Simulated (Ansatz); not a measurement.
# Y3GaC (Pm-3m): the cell at rest

Aim: bring Y3GaC (Pm-3m) to small forces and stress, as phonons need.

Method: DFT PBEsol, scalar-relativistic, plane waves, PAW; PAW set soft_1, in Ansatz 0.2.0.

### Step 1. Set-up

It takes space group Pm-3m (No. 221, cubic). Conventional cell: a = 4.854 Å, b = 4.854 Å, c = 4.854 Å, α = 90.00°, β = 90.00°, γ = 90.00°. Y has 2 C at 2.43 Å and 8 Y at 3.43 Å and 4 Ga at 3.43 Å nearest. Ga has 12 Y at 3.43 Å nearest. Nearest to C lie 6 Y at 2.43 Å. Farther neighbours are not listed.

### Step 2. Probe on a coarse mesh

First a cheap look: the gap decides the mesh and the occupations, the pressure tells how far the cell has to move.

input.yaml reads:

```yaml
crystal:
  lattice:
    - [4.8542862667, 0.0, 0.0]
    - [0.0, 4.8542862667, 0.0]
    - [0.0, 0.0, 4.8542862667]
  atoms:
    - { symbol: "Y", position: [0.5, 0.0, 0.5] }
    - { symbol: "Y", position: [0.5, 0.5, 0.0] }
    - { symbol: "Y", position: [0.0, 0.5, 0.5] }
    - { symbol: Ga, position: [0.0, 0.0, 0.0] }
    - { symbol: C, position: [0.5, 0.5, 0.5] }
kpoints:
  mp_grid: { grid: [4, 4, 4] }
hamiltonian:
  xc: pbesol
  pseudopotentials: { kind: paw, azcp: { folder: soft_1 }, xc_functional: pbe }
scf:
  occupations: { method: gaussian, width: 0.1 }
output:
  forces: true
  stress: true
  eigenvalues: true
```

On the command line:

```sh
> ansatz run input.yaml --threads 4 --pin off --max-ram 10240MiB --backend cpu --events-out ev --progress --plain --runs-dir out
```

Numbers of over 12 decimals in the logs are rounded to 6 here.

Log:

```text
Engine: ansatz 0.2.0, x86_64-unknown-linux-gnu
Pseudopotentials: kind: paw
Pseudopotential: Y, paw, valence charge 11, recommended cutoff 420 eV (normal), soft_1/Y.paw.azcp
Pseudopotential: Ga, paw, valence charge 13, recommended cutoff 420 eV (normal), soft_1/Ga.paw.azcp
Pseudopotential: C, paw, valence charge 4, recommended cutoff 420 eV (normal), soft_1/C.paw.azcp
Functional definition: PBEsol
  exchange = pbesol_x
[...]
k-point 0: bands = [... 21 lower, 9.4621, 9.4621, 9.4621, 9.6850, 9.6850, 9.6850, 11.6145, 11.6145, ... 1 higher]
  k-point 1: bands = [... 21 lower, 9.1048, 9.1048, 9.5898, 9.5898, 9.8342, 9.8695, 11.0108, 12.1632, ... 1 higher]
  k-point 2: bands = [... 21 lower, 8.9095, 8.9095, 9.3979, 9.3979, 10.1122, 10.6746, 11.8827, 12.2316, ... 1 higher]
  k-point 9: bands = [... 21 lower, 6.3337, 9.4862, 9.4862, 9.4862, 11.2643, 11.2643, 11.2643, 11.8650, ... 1 higher]
[key lines of the parts left out:]
SCF converged after 9 iterations
Free energy (F): -15377.716865 eV
Fermi energy:    9.694379 eV
P = ⅓ Tr σ = -2.2618 GPa (-22.618 kbar)
```

The job ended after 2.3 s (4 threads of Intel Xeon Platinum 8488C (Sapphire Rapids), shared host; peak memory 0.47 GiB; 4.6 s of CPU time).

This step gave:

| Item | Value |
| --- | --- |
| pressure | -2.262 GPa |
| volume per atom | 22.88 Å³ |
| gap on the k-mesh | 0 eV |

The coarse mesh shows no gap and a pressure of -2.3 GPa.

### Step 3. Bringing the structure to rest

Harmonic phonons are second derivatives at a point where the forces vanish, and they are wanted at zero stress, so atoms and cell are relaxed first.

Changes to input.yaml since step 2:

```diff
@@ -12,3 +12,3 @@
 kpoints:
-  mp_grid: { grid: [4, 4, 4] }
+  mp_grid: { grid: [8, 8, 8] }
 hamiltonian:
@@ -22 +22,6 @@
   eigenvalues: true
+relax:
+  adjacent_minimum: "off"
+  f_tol: 0.005
+  max_steps: 80
+  cell: { stress_tol: 0.05 }
```

Log:

```text
[...]
Crystal: 5 atoms, lattice volume = 114.387 Å³
Basis set: ecut = 420 eV, 2205 PW (Γ), exchange–correlation on 72×72×72 points (8 copies of the dense FFT grid, shifted against one another)
Bands: 30, of which v1, the nominal top of the filled ones, is band 25 counted from 1 (24 counted from 0)
Symmetry: 48 space group operations
[...]
k-points: 35 of 512
[...]
SCF iter   1: F=—  HF=-15379.808384 eV  |F-HF|=—  |Δ(HF+E_count)|=         —  Δρ=5.68e-2  dr2=9.15e0  ethr=3.10e-3  ⟨swp⟩=5.5  Hψ=4208  notcnv=0
[...]
SCF iter  10: F=-15377.744155 eV  HF=-15377.744155 eV  |F-HF|=2.51e-9  |Δ(HF+E_count)|=   4.67e-8  Δρ=3.31e-6  dr2=8.58e-9  ethr=2.00e-10  ⟨swp⟩=8.4  Hψ=4379  notcnv=0
SCF 1 converged in 10 iterations: F = -15377.744155 eV  dr2 = 8.58e-9
[...]
relax step   1: F+E_penalty+E_count = -15377.74415504 eV  Δ(F+E_penalty+E_count) = +0.000e0 eV  max|allowed force component| = 2.117e-29 eV/Å  Δτ_max = 0.0000 Å  P = -2.359 GPa  Ω = 114.387 Å³  (10 SCF iters, dr2 threshold 1.00e-7 eV, accepted)
Crystal: 5 atoms, lattice volume = 107.864 Å³
Basis set: ecut = 420 eV, 2103 PW (Γ), exchange–correlation on 72×72×72 points (8 copies of the dense FFT grid, shifted against one another)
[...]
iter 1 solved again at ethr=2.54e-4 eV; its pass at ethr=3.10e-3 eV (dr2=1.27e-1 eV) is discarded
[...]
SCF iter   7: F=-15377.745649 eV  HF=-15377.745649 eV  |F-HF|=1.32e-8  |Δ(HF+E_count)|=   3.57e-7  Δρ=1.26e-5  dr2=1.17e-7  ethr=1.00e-9  ⟨swp⟩=5.8  Hψ=4266  notcnv=0
SCF 2 converged in 7 iterations: F = -15377.745649 eV  dr2 = 1.17e-7
relax step   2: F+E_penalty+E_count = -15377.74564853 eV  Δ(F+E_penalty+E_count) = -1.493e-3 eV  max|allowed force component| = 6.629e-30 eV/Å  Δτ_max = 0.0000 Å  P = +2.577 GPa  Ω = 107.864 Å³  energy of the carried Pulay correction = +1.417e-3 eV  (7 SCF iters, dr2 threshold 5.00e-7 eV, accepted)
Crystal: 5 atoms, lattice volume = 111.174 Å³
Basis set: ecut = 420 eV, 2109 PW (Γ), exchange–correlation on 72×72×72 points (8 copies of the dense FFT grid, shifted against one another)
[...]
SCF iter   6: F=-15377.769952 eV  HF=-15377.769953 eV  |F-HF|=3.76e-7  |Δ(HF+E_count)|=   3.31e-6  Δρ=2.20e-5  dr2=4.53e-7  ethr=1.00e-9  ⟨swp⟩=4.0  Hψ=4844  notcnv=0
SCF 3 converged in 6 iterations: F = -15377.769952 eV  dr2 = 4.53e-7
relax step   3: F+E_penalty+E_count = -15377.76995223 eV  Δ(F+E_penalty+E_count) = -2.430e-2 eV  max|allowed force component| = 5.706e-30 eV/Å  Δτ_max = 0.0000 Å  P = -0.094 GPa  Ω = 111.174 Å³  energy of the carried Pulay correction = +6.876e-4 eV  (6 SCF iters, dr2 threshold 5.00e-7 eV, accepted)
[...]
relax step   4: F+E_penalty+E_count = -15377.77001503 eV  Δ(F+E_penalty+E_count) = -6.280e-5 eV  max|allowed force component| = 3.760e-30 eV/Å  Δτ_max = 0.0000 Å  P = -0.003 GPa  Ω = 111.054 Å³  energy of the carried Pulay correction = +7.136e-4 eV  (4 SCF iters, dr2 threshold 2.21e-8 eV, accepted)
[...]
SCF iter   7: F=-15377.769351 eV  HF=-15377.769351 eV  |F-HF|=7.28e-12  |Δ(HF+E_count)|=  5.46e-12  Δρ=4.49e-8  dr2=3.62e-12  ethr=1.00e-12  ⟨swp⟩=4.0  Hψ=3125  notcnv=0
SCF 5 converged in 7 iterations: F = -15377.769351 eV  dr2 = 3.62e-12
relax step   5: F+E_penalty+E_count = -15377.76935090 eV  Δ(F+E_penalty+E_count) = +6.641e-4 eV  max|allowed force component| = 3.224e-30 eV/Å  Δτ_max = 0.0000 Å  P = -0.009 GPa  Ω = 111.054 Å³  stress off target by 8.90e-3 GPa  SCF on the basis re-selected at this cell (its energy is not comparable with the rows above)  (7 SCF iters)
basis re-selected at this cell: Δ(F+E_penalty+E_count) = +6.641e-4 eV, ΔP = -0.006 GPa vs the last step (what re-selecting the basis moved, of the pressure what is left beyond the Pulay correction that the steps carried, after the strain that the cell walked since its last selection, with what the two solves' SCF thresholds leave and, on support functions, any second-order correction that the steps lacked; it is no m [...]
SCF converged after 7 iterations
Free energy (F): -15377.769351 eV
[...]
Internal energy: -15377.764704 eV  (E = F + TS)
E sigma→0 (E₀):  -15377.767028 eV
Entropy (-TS):   -0.004646 eV (-0.929 meV/atom)
Fermi energy:    10.033631 eV
[...]
--- Stress (GPa, compression-positive) ---
       -0.008903      -0.000000       0.000000
       -0.000000      -0.008903      -0.000000
        0.000000      -0.000000      -0.008903
  P = ⅓ Tr σ = -0.0089 GPa (-0.089 kbar)
--- Band table (eV; the first three rows and the last of 35) ---
  k-point 0: bands = [... 21 lower, 9.8568, 9.8568, 9.8568, 9.9951, 9.9951, 9.9951, 11.9977, 11.9977, ... 1 higher]
  k-point 1: bands = [... 21 lower, 9.6823, 9.7855, 9.8630, 10.0315, 10.0315, 10.0462, 11.4822, 12.1375, ... 1 higher]
  k-point 2: bands = [... 21 lower, 9.4615, 9.4615, 9.9338, 9.9338, 10.1837, 10.1860, 11.4234, 12.5511, ... 1 higher]
  k-point 34: bands = [... 21 lower, 6.5890, 9.8720, 9.8720, 9.8720, 11.6486, 11.6486, 11.6486, 12.2598, ... 1 higher]
--- Relaxed structure (4 steps of the walk, 4 accepted, 1 SCFs on fresh bases) ---
  F+E_penalty+E_count = -15377.76935090 eV   max|allowed force component| = 3.224e-30 eV/Å   (the final SCF, on the basis selected at the relaxed cell)
  cell:  # Å, volume = 111.0537 Å³
    - [4.806671, 0, 0]
    - [0, 4.806671, 0.0]
    - [0, 0.0, 4.806671]
  atoms:
    - { symbol: Y, position: [0.5, 0, 0.5] }
    - { symbol: Y, position: [0.5, 0.5, 0] }
    - { symbol: Y, position: [0, 0.5, 0.5] }
    - { symbol: Ga, position: [0, 0, 0] }
    - { symbol: C, position: [0.5, 0.5, 0.5] }
```

Run time: 12 s. Hardware: 4 threads; peak memory 0.56 GiB.

The steps of the relaxation:

```
step  energy less that of the first step (eV)  largest force component (eV/Å)  pressure (GPa)  volume (Å³)
   1                                   0.0000                          0.0000           -2.36       114.39
   2                                  -0.0015                          0.0000            2.58       107.86
   3                                  -0.0258                          0.0000           -0.09       111.17
   4                                  -0.0259                          0.0000            0.00       111.05
  5*                                  -0.0252                          0.0000           -0.01       111.05
```

Relaxation steps marked * repeat the geometry before them on a plane-wave basis chosen anew for their cell, so energy and pressure can jump there.

Forces are held to the 48 operations that the run works with; a distortion that breaks them can't arise in this run.

```
conventional cell, symmetrised  before  after  change
                         a (Å)   4.854  4.807  -1.0 %
                         b (Å)   4.854  4.807  -1.0 %
                         c (Å)   4.854  4.807  -1.0 %
              volume (Å³/atom)   22.88  22.21  -2.9 %
```

Final coordinates:

```cif
data_structure
_symmetry_space_group_name_H-M 'P 1'
_symmetry_Int_Tables_number 1
_cell_length_a 4.8067
_cell_length_b 4.8067
_cell_length_c 4.8067
_cell_angle_alpha 90.000
_cell_angle_beta 90.000
_cell_angle_gamma 90.000
_cell_volume 111.05
loop_
_atom_site_label
_atom_site_type_symbol
_atom_site_fract_x
_atom_site_fract_y
_atom_site_fract_z
_atom_site_occupancy
Y1 Y 0.50000 0.00000 0.50000 1
Y2 Y 0.50000 0.50000 0.00000 1
Y3 Y 0.00000 0.50000 0.50000 1
Ga4 Ga 0.00000 0.00000 0.00000 1
C5 C 0.50000 0.50000 0.50000 1
```

Numbers from this step:

| Property | Result |
| --- | --- |
| pressure | -0.008903 GPa |
| volume per atom | 22.21 Å³ |

In this step the volume went from 22.88 to 22.21 Å³/atom.

### Step 4. Relaxing to small forces for the phonons

Phonons need a cell at rest on their own settings, so the relaxation is repeated with tight tolerances on forces and stress on the k mesh and occupations of the first response run.

input.yaml, the sections that differ from step 3:

```yaml
crystal:
  lattice:
    - [4.806670803, 0.0, 0.0]
    - [0.0, 4.806670803, 0.0]
    - [0.0, 0.0, 4.806670803]
  atoms:
    - { symbol: "Y", position: [0.5, 0.0, 0.5] }
    - { symbol: "Y", position: [0.5, 0.5, 0.0] }
    - { symbol: "Y", position: [0.0, 0.5, 0.5] }
    - { symbol: Ga, position: [0.0, 0.0, 0.0] }
    - { symbol: C, position: [0.5, 0.5, 0.5] }
scf:
  occupations: { method: methfessel_paxton, width: 0.2 }
relax:
  adjacent_minimum: "off"
  f_tol: 0.001
  max_steps: 60
  cell: { stress_tol: 0.01 }
# kpoints, hamiltonian, output: as in step 3
```

Log:

```text
[...]
Crystal: 5 atoms, lattice volume = 111.054 Å³
Basis set: ecut = 420 eV, 2109 PW (Γ), exchange–correlation on 72×72×72 points (8 copies of the dense FFT grid, shifted against one another)
Bands: 30, of which v1, the nominal top of the filled ones, is band 25 counted from 1 (24 counted from 0)
Symmetry: 48 space group operations
[...]
k-points: 35 of 512
[...]
--- Relaxed structure (3 steps of the walk, 3 accepted, 1 SCFs on fresh bases) ---
[...]
cell:  # Å, volume = 111.0259 Å³
    - [4.806269, 0, 0]
    - [0, 4.806269, 0]
    - [0, 0, 4.806269]
  atoms:
    - { symbol: Y, position: [0.500000, 0, 0.500000] }
    - { symbol: Y, position: [0.500000, 0.500000, 0] }
    - { symbol: Y, position: [0, 0.500000, 0.500000] }
    - { symbol: Ga, position: [0, 0, 0] }
    - { symbol: C, position: [0.500000, 0.500000, 0.500000] }
[key lines of the parts left out:]
SCF converged after 6 iterations
Free energy (F): -15377.763065 eV
Fermi energy:    9.993224 eV
P = ⅓ Tr σ = -0.0000 GPa (-0.000 kbar)
```

Run time: 10 s. Hardware: 4 threads; peak memory 0.56 GiB.

Little changed from the start: no atom moved by 0.005 Å and no cell edge by 0.1 %.

This step gave:

| Quantity | Value |
| --- | --- |
| pressure | -1.38e-5 GPa |

The forces vanish by symmetry and the pressure is 0.000 GPa, within the tolerances set. The cell now holds 22.21 Å³/atom.

### Step 5. Outcome

```json
{
  "space group after relaxation (within 0.01 Å)": "Pm-3m",
  "lattice constant a": "4.806 Å",
  "lattice constant b": "4.806 Å",
  "lattice constant c": "4.806 Å",
  "volume per atom": "22.2 Å³"
}
```

What this shows: The forces vanish by symmetry and the pressure is 0.000 GPa, within the tolerances set. The cell now holds 22.21 Å³/atom. The relaxation keeps the symmetry of its start, so it says nothing on stability against lower symmetry. The PAW files were made for PBE and serve the other functionals too.

[Logs are printed without paths, hosts, clocks, repeated set-up lines and the standing remarks that a program may print on its own settings, such as how far it seeks lower states.]

[Hosts, paths, dates, database ids (printed as entryN), source tags and the programs' standing remarks are cut or masked in the printed files.]
